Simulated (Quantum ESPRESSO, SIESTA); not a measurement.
# Out-of-plane response of tetragonal HfO2 under biaxial strain, QE, PBEsol

Calculated with Quantum ESPRESSO 7.5: PBEsol; plane waves, GBRV 1.5 ultrasoft, 50/300 Ry; k-mesh 6×6×4. The first two cell vectors are strained alike from typed lattice constants; the third vector's length and the atoms are relaxed. The typed cell isn't stress-free: at zero strain the reference's in-plane stress is -5.4 GPa, compression positive.

```
in-plane strain (%)  100 ln(c/c at zero strain)
                 -4                       1.994
                 -3                       1.407
                 -2                           ?
                 -1                       0.521
                  0                           0
                 +1                      -0.496
                 +2                      -0.675
                 +3                      -0.964
                 +4                      -1.211
```

The structure was built from a prototype and need not be the compound's stable phase.

**Question.** Fit a second-order form in the logarithmic strain to the rows given and interpolate to the withheld row.

Worked fit:

With u = ln[(1 + ε)/(1 + ε0)], counted from the row at ε0 = +0 % where y0 = 0, a second-order form y = y0 + a u + b u² makes v = (y − y0)/u a line in u.

| u | v |
| --- | --- |
| -0.0408220 | -48.8462 |
| -0.0304592 | -46.1929 |
| -0.0100503 | -51.8391 |
| 0.00995033 | -49.8476 |
| 0.0198026 | -34.0864 |
| 0.0295588 | -32.6130 |
| 0.0392207 | -30.8765 |

With n = 7: mean u = 0.00245728, mean v = -42.0431, Σ(u − ū)² = 0.0055561, Σ(u − ū)(v − v̄) = 1.2992. Slope b = 1.2992 / 0.0055561 = 233.83; intercept a = v̄ − b ū = -42.618.

At the withheld row u = -0.02020, v = a + b u = -47.34, and y = y0 + u v.

Prediction at -2: 0.9564. The run gave 1.042, so the fit is low by 0.086 (8.2 % of the value).

The first-order term says that the third edge changes by -0.43 % for each per cent of in-plane stretch at ε0. The second-order term makes up 10.0 % of v at the withheld row. Among the rows given, the largest miss of the fit is at -4, by 0.14 (4.2 % of the range of the table).

Limits: The nuclei are static. The DFT runs use Fermi–Dirac occupations of width 0.01 eV, and energies are free energies. Tetragonal HfO2 is a high-temperature form. The rows don't follow a smooth parabola (r.m.s. departure 2.1 % of their range), so v is no line in u and the first-order term is poorly fixed; a kink, the k-mesh or scatter of the relaxations can each do this.

[Logs are printed without paths, hosts, clocks, repeated set-up lines and the standing remarks that a program may print on its own settings, such as how far it seeks lower states.]

[Hosts, paths, dates, database ids (printed as entryN), source tags and the programs' standing remarks are cut or masked in the printed files.]
